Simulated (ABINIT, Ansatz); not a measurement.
An input for ABINIT 10.8.3 (AlH3 (R-3c)):

```
acell 3*1.0 Angstrom
rprim 
  2.224650000012 1.284402276382 3.934566666693
  -2.224650000012 1.284402276382 3.934566666693
  -0.000000000000 -2.568804552697 3.934566666715
ntypat 2
znucl 13 1
natom 8
typat 1 1 2 2 2 2 2 2
xred 
  0.000000000000 0.000000000000 -0.000000000000
  0.500000000000 0.500000000000 0.500000000000
  0.878000000000 0.622000000000 0.250000000000
  0.250000000000 0.878000000000 0.622000000000
  0.622000000000 0.250000000000 0.878000000000
  0.122000000000 0.378000000000 0.750000000000
  0.750000000000 0.122000000000 0.378000000000
  0.378000000000 0.750000000000 0.122000000000
pp_dirpath "pseudos"
pseudos "Al.upf, H.upf"
ecut 31
ngkpt 4 4 4
nshiftk 1
shiftk 0 0 0
kptopt 1
chksymbreak 0
istwfk *1
occopt 1
irdwfk 1
optdriver 4
nband 159
gwcalctyp 0
ecutsigx 31
symsigma 1
nkptgw 2
kptgw 
  0.2500000000 0.2500000000 0.0000000000
  0.0000000000 0.0000000000 0.0000000000
bdgw 
  5 8
  5 8
ecuteps 6.5
irdscr 1
ppmodel 1
indata_prefix "in"
outdata_prefix "out"
tmpdata_prefix "tmp"
```

```sh
OMP_NUM_THREADS=1 mpirun -n 4 abinit run.abi > log
```

Question: How long will it take on 4 MPI ranks of Intel Xeon Platinum 8259CL at 2.50GHz (Skylake/Cascade Lake), shared host, and how much memory?

It took 62 s; on shared hardware allow 31 s to 2.1 min. Peak host memory was 2.3 GiB.

[Paths, hosts, dates, memory and timing lines, banners, echoed tables and standing remarks are left out of the program output.]

[Logs are printed without paths, hosts, clocks, repeated set-up lines and the standing remarks that a program may print on its own settings, such as how far it seeks lower states.]

[Runs of the session that timed out or met a known fault of the program may be left out.]

[Hosts, paths, dates, database ids (printed as entryN), source tags and the programs' standing remarks are cut or masked in the printed files.]

[G0W0 gaps are taken among the corrected bands and points alone; a level outside them can change the order at an edge.]

[Where Ansatz stands beside ABINIT at settings called matched, ABINIT's density can come from a denser mesh and the files from another edition; pairs whose starting gaps differed by over 0.03 eV were left out, so agreement reads better than it is.]
